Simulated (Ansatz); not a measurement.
# LiBe6Si (built on the sites of a database entry of LiCa6Ge): phonons and vibrational spectra

How does LiBe6Si (built on the sites of a database entry of LiCa6Ge) vibrate, and is this structure a minimum?

Main program and level: Ansatz 0.2.0; DFT LDA, scalar-relativistic, plane waves, PAW.

The structure was built from a prototype and need not be the compound's stable phase.

### 1. Starting point

The structure is cubic, space group Fm-3m (No. 225). Conventional cell: a = 6.968 Å, b = 6.968 Å, c = 6.968 Å, α = 90.00°, β = 90.00°, γ = 90.00°. Li has 12 Be at 2.46 Å nearest. Nearest to Be lie 8 Be at 2.46 Å and 2 Li at 2.46 Å and 2 Si at 2.46 Å. Si has 12 Be at 2.46 Å nearest. Farther neighbours are not listed.

Structure file:

```cif
data_structure
_symmetry_space_group_name_H-M 'P 1'
_symmetry_Int_Tables_number 1
_cell_length_a 4.9271
_cell_length_b 4.9271
_cell_length_c 4.9271
_cell_angle_alpha 60.000
_cell_angle_beta 60.000
_cell_angle_gamma 60.000
_cell_volume 84.58
loop_
_atom_site_label
_atom_site_type_symbol
_atom_site_fract_x
_atom_site_fract_y
_atom_site_fract_z
_atom_site_occupancy
Li1 Li 0.50000 0.50000 0.50000 1
Be2 Be 0.50000 0.00000 0.00000 1
Be3 Be 0.50000 0.50000 0.00000 1
Be4 Be 0.00000 0.50000 0.50000 1
Be5 Be 0.00000 0.00000 0.50000 1
Be6 Be 0.00000 0.50000 0.00000 1
Be7 Be 0.50000 0.00000 0.50000 1
Si8 Si 0.00000 0.00000 0.00000 1
```

### 2. Coarse relaxation

A rough relaxation comes first, because large forces or stress need no tight tolerances yet.

Input file input.yaml:

```yaml
crystal:
  lattice:
    - [0.0, 3.484, 3.484]
    - [3.484, 0.0, 3.484]
    - [3.484, 3.484, 0.0]
  atoms:
    - { symbol: Li, position: [0.5, 0.5, 0.5] }
    - { symbol: Be, position: [0.5, 0.0, 0.0] }
    - { symbol: Be, position: [0.5, 0.5, 0.0] }
    - { symbol: Be, position: [0.0, 0.5, 0.5] }
    - { symbol: Be, position: [0.0, 0.0, 0.5] }
    - { symbol: Be, position: [0.0, 0.5, 0.0] }
    - { symbol: Be, position: [0.5, 0.0, 0.5] }
    - { symbol: Si, position: [0.0, 0.0, 0.0] }
kpoints:
  mp_grid: { grid: [6, 6, 6] }
hamiltonian:
  xc: lda
scf:
  occupations: { method: gaussian, width: 0.1 }
output:
  forces: true
  stress: true
  eigenvalues: true
relax:
  adjacent_minimum: "off"
  f_tol: 0.05
  max_steps: 80
  cell: { stress_tol: 0.5 }
```

Launch:

```
$ ansatz run input.yaml --threads 4 --pin off --max-ram 14336MiB --backend cpu --events-out ev --progress --plain --runs-dir out
```

Numbers of over 12 decimals in the logs are rounded to 6 here.

Output:

```text
The last accepted step is kept in <dir> (removed where the run ends without a failure and the disk answers)
Engine: ansatz 0.2.0, aarch64-unknown-linux-gnu
Pseudopotentials: kind: paw
Pseudopotential: Li, paw, valence charge 3, recommended cutoff 420 eV (normal), Li.paw.azcp
Pseudopotential: Be, paw, valence charge 2, recommended cutoff 420 eV (normal), Be.paw.azcp
[...]
cell:  # Å, volume = 71.7844 Å³
    - [0, 3.298627, 3.298627]
    - [3.298627, 0, 3.298627]
    - [3.298627, 3.298627, 0]
  atoms:
    - { symbol: Li, position: [0.5, 0.5, 0.5] }
    - { symbol: Be, position: [0.5, 0.0, 0.0] }
    - { symbol: Be, position: [0.5, 0.5, 0.0] }
    - { symbol: Be, position: [0.0, 0.5, 0.5] }
    - { symbol: Be, position: [0, 0, 0.5] }
    - { symbol: Be, position: [0.0, 0.5, 0.0] }
    - { symbol: Be, position: [0.5, 0.0, 0.5] }
    - { symbol: Si, position: [0, 0, 0] }
[key lines of the parts left out:]
SCF converged after 4 iterations
Free energy (F): -1337.522647 eV
Fermi energy:    8.165688 eV
P = ⅓ Tr σ = -0.0492 GPa (-0.492 kbar)
```

Wall time 2.8 s (4 threads of Arm Neoverse V1, shared host); peak memory 0.37 GiB; 9.3 s of CPU time.

Relaxation path:

```csv
step,energy less that of the first step (eV),largest force component (eV/Å),pressure (GPa),volume (Å³)
1,0.0000,0.0000,-13.02,84.58
2,-0.5727,0.0000,-2.84,73.82
3,-0.5906,0.0000,0.72,71.28
4,-0.5916,0.0000,-0.02,71.78
5*,-0.5908,0.0000,-0.05,71.78
```

Relaxation steps marked * repeat the geometry before them on a plane-wave basis chosen anew for their cell, so energy and pressure can jump there.

The run keeps the 48 symmetry operations that it works with, so distortions that break them were not tested.

```
conventional cell, symmetrised  before  after   change
                         a (Å)   6.968  6.597   -5.3 %
                         b (Å)   6.968  6.597   -5.3 %
                         c (Å)   6.968  6.597   -5.3 %
              volume (Å³/atom)   10.57   8.97  -15.1 %
```

The relaxed structure:

```
Li Be Si
1.0
     0.00000    3.29863    3.29863
     3.29863    0.00000    3.29863
     3.29863    3.29863    0.00000
Li Be Si
1 6 1
Direct
  0.50000 0.50000 0.50000
  0.50000 0.00000 0.00000
  0.50000 0.50000 0.00000
  0.00000 0.50000 0.50000
  0.00000 0.00000 0.50000
  0.00000 0.50000 0.00000
  0.50000 0.00000 0.50000
  0.00000 0.00000 0.00000
```

This step gave:

- pressure: -0.04919 GPa
- volume per atom: 8.973 Å³
- gap on the k-mesh: 0 eV

In this step the volume went from 10.57 to 8.97 Å³/atom.

### 3. Relaxation

The cell and atoms are relaxed, since residual forces and stress would shift the frequencies.

input.yaml: that of step 2 with these lines changed.

```diff
@@ -2,5 +2,5 @@
   lattice:
-    - [0.0, 3.484, 3.484]
-    - [3.484, 0.0, 3.484]
-    - [3.484, 3.484, 0.0]
+    - [0.0, 3.2986274443, 3.2986274443]
+    - [3.2986274443, 0.0, 3.2986274443]
+    - [3.2986274443, 3.2986274443, 0.0]
   atoms:
@@ -15,3 +15,3 @@
 kpoints:
-  mp_grid: { grid: [6, 6, 6] }
+  mp_grid: { grid: [10, 10, 10] }
 hamiltonian:
@@ -26,4 +26,4 @@
   adjacent_minimum: "off"
-  f_tol: 0.05
+  f_tol: 0.005
   max_steps: 80
-  cell: { stress_tol: 0.5 }
+  cell: { stress_tol: 0.05 }
```

Output:

```text
[...]
Crystal: 8 atoms, lattice volume = 71.784 Å³
Basis set: ecut = 420 eV, 1411 PW (Γ)
Bands: 18, of which v1, the nominal top of the filled ones, is band 10 counted from 1 (9 counted from 0)
Symmetry: 48 space group operations
[...]
k-points: 47 of 1000
[...]
cell:  # Å, volume = 71.8276 Å³
    - [0, 3.299290, 3.299290]
    - [3.299290, 0, 3.299290]
    - [3.299290, 3.299290, 0]
  atoms:
    - { symbol: Li, position: [0.5, 0.5, 0.5] }
    - { symbol: Be, position: [0.5, 0.0, 0.0] }
    - { symbol: Be, position: [0.5, 0.5, 0.0] }
    - { symbol: Be, position: [0.0, 0.5, 0.5] }
    - { symbol: Be, position: [0, 0, 0.5] }
    - { symbol: Be, position: [0.0, 0.5, 0.0] }
    - { symbol: Be, position: [0.5, 0.0, 0.5] }
    - { symbol: Si, position: [0, 0, 0] }
[key lines of the parts left out:]
SCF converged after 3 iterations
Free energy (F): -1337.513453 eV
Fermi energy:    8.122684 eV
P = ⅓ Tr σ = 0.0471 GPa (0.471 kbar)
```

It took 3.1 s on 4 threads; peak memory 0.39 GiB.

Little changed from the start: no atom moved by 0.005 Å and no cell edge by 0.1 %.

Numbers from this step:

* pressure: 0.04713 GPa
* volume per atom: 8.978 Å³

In this step the volume went from 8.97 to 8.98 Å³/atom.

### 4. Tight relaxation

Phonons need a cell at rest on their own settings, so the relaxation is repeated with tight tolerances on forces and stress, using the mesh and the filling of the phonon run that follows.

Input file input.yaml:

```yaml
crystal:
  lattice:
    - [0.0, 3.2992902773, 3.2992902773]
    - [3.2992902773, 0.0, 3.2992902773]
    - [3.2992902773, 3.2992902773, 0.0]
  atoms:
    - { symbol: Li, position: [0.5, 0.5, 0.5] }
    - { symbol: Be, position: [0.5, 0.0, 0.0] }
    - { symbol: Be, position: [0.5, 0.5, 0.0] }
    - { symbol: Be, position: [0.0, 0.5, 0.5] }
    - { symbol: Be, position: [0.0, 0.0, 0.5] }
    - { symbol: Be, position: [0.0, 0.5, 0.0] }
    - { symbol: Be, position: [0.5, 0.0, 0.5] }
    - { symbol: Si, position: [0.0, 0.0, 0.0] }
kpoints:
  mp_grid: { grid: [12, 12, 12] }
hamiltonian:
  xc: lda
scf:
  occupations: { method: methfessel_paxton, width: 0.2 }
output:
  forces: true
  stress: true
  eigenvalues: true
  write_density: true
  write_potential: true
  elf: true
  volumetric_format: npy
relax:
  adjacent_minimum: "off"
  f_tol: 0.001
  max_steps: 60
  cell: { stress_tol: 0.01 }
```

Output:

```text
[...]
Crystal: 8 atoms, lattice volume = 71.828 Å³
Basis set: ecut = 420 eV, 1411 PW (Γ)
Bands: 18, of which v1, the nominal top of the filled ones, is band 10 counted from 1 (9 counted from 0)
Symmetry: 48 space group operations
[...]
k-points: 72 of 1728
[...]
cell:  # Å, volume = 71.9495 Å³
    - [0, 3.301155, 3.301155]
    - [3.301155, 0, 3.301155]
    - [3.301155, 3.301155, 0]
  atoms:
    - { symbol: Li, position: [0.5, 0.5, 0.5] }
    - { symbol: Be, position: [0.5, 0.0, 0.0] }
    - { symbol: Be, position: [0.5, 0.5, 0.0] }
    - { symbol: Be, position: [0.0, 0.5, 0.5] }
    - { symbol: Be, position: [0, 0, 0.5] }
    - { symbol: Be, position: [0.0, 0.5, 0.0] }
    - { symbol: Be, position: [0.5, 0.0, 0.5] }
    - { symbol: Si, position: [0, 0, 0] }
[key lines of the parts left out:]
SCF converged after 5 iterations
Free energy (F): -1337.504168 eV
Fermi energy:    8.111435 eV
P = ⅓ Tr σ = 0.0002 GPa (0.002 kbar)
```

It took 6.9 s on 4 threads; peak memory 0.42 GiB; 24 s of CPU time.

Little changed from the start: no atom moved by 0.005 Å and no cell edge by 0.1 %.

This step gave:

```yaml
pressure: 1.51e-4 GPa
volume_per_atom: 8.994 Å³
```

Electrostatic potential energy in the ac plane of the conventional cell at fractional y = 0.000, with atoms of Li and Be and Si within 0.2 Å of it. With pseudopotentials it is smooth inside the atoms' cores, unlike the true potential.

Ten even steps from '0' (-46 eV) to '9' (9 eV), each cell a mean:
```
017999985469999840
358999998789999874
888867899999867888
998513799998513799
998401699998401699
999645899998645899
999988887678888999
679999851137999986
369999830016999974
469999840017999985
789999874358999998
999867888888867899
998513799998513799
998401699998401699
998645899999645899
678888999999988887
137999986679999851
016999974369999830
```
Columns run along a (6.6 Å; values clipped at the 3rd and 97th percentile), rows up along c (6.6 Å), edges of the conventional cell, whose origin can differ from the input's. Atoms in or near the plane, at fractional coordinates: Li at (0.50, 0.00), Li at (0.00, 0.50), Be at (0.25, 0.25), Be at (0.75, 0.75), Be at (0.75, 0.25), Be at (0.25, 0.75), Si at (0.00, 0.00), Si at (0.50, 0.50).

Valence density in the ac plane of the conventional cell at fractional y = 0.000, with atoms of Li and Be and Si within 0.2 Å of it. It is the smooth field of the valence electrons, not physical close to the nuclei.

Values in e/Å³, 10 rows by 16 columns, each cell a mean:
```
0.2 0.4 0.4 0.3 0.2 0.2 0.2 1.6 2.6 0.5 0.2 0.2 0.2 0.3 0.4 0.3
0.3 0.3 0.3 0.2 0.2 0.2 0.2 0.2 0.1 0.2 0.2 0.2 0.2 0.3 0.3 0.3
0.2 0.2 0.2 0.2 0.1 0.2 0.2 0.2 0.2 0.2 0.2 0.2 0.1 0.2 0.2 0.2
0.2 0.2 0.2 0.2 0.2 0.3 0.3 0.4 0.4 0.4 0.3 0.3 0.2 0.2 0.2 0.2
4.4 0.8 0.1 0.2 0.2 0.3 0.4 0.2 0.2 0.3 0.4 0.3 0.2 0.2 0.3 2.8
2.6 0.5 0.2 0.2 0.2 0.3 0.4 0.3 0.2 0.4 0.4 0.3 0.2 0.2 0.2 1.6
0.1 0.2 0.2 0.2 0.2 0.3 0.3 0.3 0.3 0.3 0.3 0.2 0.2 0.2 0.2 0.2
0.2 0.2 0.2 0.2 0.1 0.2 0.2 0.2 0.2 0.2 0.2 0.2 0.1 0.2 0.2 0.2
0.4 0.4 0.3 0.3 0.2 0.2 0.2 0.2 0.2 0.2 0.2 0.2 0.2 0.3 0.3 0.4
0.2 0.3 0.4 0.3 0.2 0.2 0.3 2.8 4.4 0.8 0.1 0.2 0.2 0.3 0.4 0.2
```
Columns run along a (6.6 Å), rows up along c (6.6 Å), edges of the conventional cell, whose origin can differ from the input's. Atoms in or near the plane, at fractional coordinates: Li at (0.50, 0.00), Li at (0.00, 0.50), Be at (0.25, 0.25), Be at (0.75, 0.75), Be at (0.75, 0.25), Be at (0.25, 0.75), Si at (0.00, 0.00), Si at (0.50, 0.50).

ELF in the ac plane of the conventional cell at fractional y = 0.000, with atoms of Li and Be and Si within 0.2 Å of it. It is the smooth field of the valence electrons, not physical close to the nuclei.

Ten even steps from '0' (0.01) to '9' (0.89), each cell a mean:
```
346654216821445653
567655421113555775
676533542235434676
555200354455200455
454100355454100354
345312566666312454
124545676677645531
412455764357655312
941345653336644218
821445653346654216
113555775567655421
235434676676533542
455200455555200354
454100354454100355
666312454345312566
677645531124545676
357655312412455764
336644218941345653
```
Columns run along a (6.6 Å), rows up along c (6.6 Å), edges of the conventional cell, whose origin can differ from the input's. Atoms in or near the plane, at fractional coordinates: Li at (0.50, 0.00), Li at (0.00, 0.50), Be at (0.25, 0.25), Be at (0.75, 0.75), Be at (0.75, 0.25), Be at (0.25, 0.75), Si at (0.00, 0.00), Si at (0.50, 0.50).

The forces vanish by symmetry and the pressure is 0.000 GPa, within the tolerances set. The cell now holds 8.99 Å³/atom.

### 5. Zone-centre response

The zone centre comes first: it holds the modes that light can see, as far as symmetry allows. No field response is asked, since the mesh shows no gap.

Input file input.yaml:

```yaml
crystal:
  lattice:
    - [0.0, 3.3011547307, 3.3011547307]
    - [3.3011547307, 0.0, 3.3011547307]
    - [3.3011547307, 3.3011547307, 0.0]
  atoms:
    - { symbol: Li, position: [0.5, 0.5, 0.5] }
    - { symbol: Be, position: [0.5, 0.0, 0.0] }
    - { symbol: Be, position: [0.5, 0.5, 0.0] }
    - { symbol: Be, position: [0.0, 0.5, 0.5] }
    - { symbol: Be, position: [0.0, 0.0, 0.5] }
    - { symbol: Be, position: [0.0, 0.5, 0.0] }
    - { symbol: Be, position: [0.5, 0.0, 0.5] }
    - { symbol: Si, position: [0.0, 0.0, 0.0] }
kpoints:
  mp_grid: { grid: [12, 12, 12] }
hamiltonian:
  xc: lda
scf:
  occupations: { method: methfessel_paxton, width: 0.2 }
output:
  eigenvalues: true
phonons:
  method: dfpt
```

Output:

```text
zone centre: on kpoints.mp_grid the ground state, and the responses unless they are solved on pairs of k-points, stand on 476 of the mesh's 1728 k-points, reduced under 4 symmetry operations, with k and −k counted as one. Each operation leaves every solved displacement unchanged or reverses it
[...]
Crystal: 8 atoms, lattice volume = 71.949 Å³
Basis set: ecut = 420 eV, 1411 PW (Γ), exchange–correlation on 64×64×64 points (8 copies of the dense FFT grid, shifted against one another)
Bands: 18, of which v1, the nominal top of the filled ones, is band 10 counted from 1 (9 counted from 0)
Symmetry: 48 space group operations
k-points: 476 of 1728 (irreducible under 4 space group operations)
[...]
SCF iter   1: F=—  HF=-1337.517716 eV  |F-HF|=—  |Δ(HF+E_count)|=         —  Δρ=5.10e-3  dr2=2.38e-2  ethr=1.77e-3  ⟨swp⟩=5.6  Hψ=48713  notcnv=0
[...]
SCF iter   8: F=-1337.504176 eV  HF=-1337.504176 eV  |F-HF|=2.27e-13  |Δ(HF+E_count)|=  1.91e-11  S|Δr|=    0.00e0  Δρ=2.02e-8  dr2=4.59e-13  ethr=1.00e-12  ⟨swp⟩=9.1  Hψ=42465  notcnv=0
SCF 1 converged in 8 iterations: F = -1337.504176 eV  dr2 = 4.59e-13
[...]
DFPT response loops at Γ: preconditioner auto → Kerker (q_TF=auto, 2.185 Å⁻¹) (partly filled bands, converged f_vac=0.000); β = 1.00, the filter's whole step (`scf.mixing.beta` (0.50) is not read by the response loops under this deck's `scf.mixing.preconditioner`; to damp them name `kerker` or `kerker_dos`, under which they read `scf.mixing.beta`, and type it under 1.00, their step now; both keys bind the ground state too); Broyden in place of MSR1
SCF converged after 8 iterations
[...]
Free energy (F): -1337.504176 eV
[...]
Internal energy: -1337.502343 eV  (E = F + TS)
E sigma→0 (E₀):  -1337.503718 eV
Entropy (-TS):   -0.001832 eV (-0.229 meV/atom)
Fermi energy:    8.111435 eV
[...]
--- Band table (eV; the first three rows and the last of 476) ---
  k-point 0: bands = [... 6 lower, 5.8383, 6.1301, 6.1301, 6.1301, 7.4369, 7.4369, 7.4369, 10.6415, ... 4 higher]
  k-point 1: bands = [... 6 lower, 5.7586, 6.0149, 6.0149, 6.3656, 7.5206, 7.5206, 7.8512, 10.8235, ... 4 higher]
  k-point 2: bands = [... 6 lower, 5.5308, 5.7382, 5.7382, 7.0094, 7.7533, 7.7533, 8.8478, 11.2813, ... 4 higher]
  k-point 475: bands = [... 6 lower, 3.1266, 8.5202, 8.5202, 9.2583, 9.2583, 10.1832, 10.3669, 11.8485, ... 4 higher]
--- Phonons (Γ-DFPT): 4 representative perturbations + reference, on 476 of 1728 k-points (Σ response iterations 12) ---
  k mesh reduced under 4 symmetry operations, with k and −k counted as one. Each operation leaves every solved displacement unchanged or reverses it
  ASR residual: 7.558e-6 → 0.000e0 eV/Å²; symmetrization residual: 2.668e-7 eV/Å²
  ASR residual per site (eV/Å²): 7.56e-6 3.21e-6 3.21e-6 3.21e-6 3.21e-6 3.21e-6 3.21e-6 4.75e-6
  Γ frequencies (cm⁻¹): 0.00 0.00 0.00 242.11 242.11 242.11 331.36 331.36 390.11 390.11 390.11 404.60 404.60 404.60 454.71 475.08 475.08 475.08 510.48 510.48 510.48 632.07 632.07 632.07
  non-analytic LO–TO correction: not included (Born effective charges unavailable; polar crystals: no LO–TO splitting at Γ)
```

The job ended after 62 s (4 threads; peak memory 2.5 GiB; 3.9 min of CPU time).

In the SCF lines HF is the Harris–Foulkes energy and dr2 the Hartree energy of the density residual, in eV; the loop may stop once dr2 is under the threshold and the program's other checks hold. Hψ counts applications of the Hamiltonian.

This step gave:

| Item | Value |
| --- | --- |
| sum-rule residual before enforcement | 7.56e-6 eV/Å² |
| point group | m-3m |
| highest optical mode at the zone centre (no LO-TO term) | 632.1 cm⁻¹ |
| lowest optical zone-centre mode | 242.1 cm⁻¹ |

Patterns of degenerate modes are one choice out of their space. Modes at Γ, with each element's share of the kinetic energy:

```csv
mode,frequency (cm⁻¹),symmetry,Li %,Be %,Si %
1,0.0,acoustic,8,61,32
2,0.0,acoustic,8,61,32
3,0.0,acoustic,8,61,32
4,242.1,T1u,17,38,45
5,242.1,T1u,17,38,45
6,242.1,T1u,17,38,45
7,331.4,Eu,0,100,0
8,331.4,Eu,0,100,0
9,390.1,T1u,5,90,5
10,390.1,T1u,5,90,5
11,390.1,T1u,5,90,5
12,404.6,T2u,0,100,0
13,404.6,T2u,0,100,0
14,404.6,T2u,0,100,0
15,454.7,A2u,0,100,0
16,475.1,T2u,0,100,0
17,475.1,T2u,0,100,0
18,475.1,T2u,0,100,0
19,510.5,T1u,4,77,19
20,510.5,T1u,4,77,19
21,510.5,T1u,4,77,19
22,632.1,T1u,66,33,0
23,632.1,T1u,66,34,0
24,632.1,T1u,66,33,0
```

Displacements in mode 5 (242.1 cm⁻¹), the largest set to 1:
```
Li1 -0.09  0.87 -1.00
Be2 -0.03  0.82 -0.79
Be3  0.45  0.21 -0.28
Be4 -0.03 -0.29  0.18
Be5 -0.51  0.31 -0.28
Be6  0.53  0.24 -0.25
Be7 -0.58  0.24 -0.35
Si8  0.07 -0.71  0.81
```

Displacements in mode 9 (390.1 cm⁻¹), the largest set to 1:
```
Li1 -0.05  0.01 -0.42
Be2  0.11  0.19 -0.27
Be3 -0.03 -0.01  1.00
Be4  0.11 -0.18 -0.26
Be5 -0.03  0.03  1.00
Be6  0.16 -0.02 -0.24
Be7 -0.22 -0.02 -0.28
Si8 -0.02  0.00 -0.20
```

Before it was imposed, the acoustic sum rule was missed by 7.6e-6 eV/Å². Small misses are needed for a sound result but don't prove that mesh and cutoff are converged. The lowest optical mode is real, 242 cm⁻¹.

[end of part 1 of 2]

[Logs are printed without paths, hosts, clocks, repeated set-up lines and the standing remarks that a program may print on its own settings, such as how far it seeks lower states.]

[Hosts, paths, dates, database ids (printed as entryN), source tags and the programs' standing remarks are cut or masked in the printed files.]
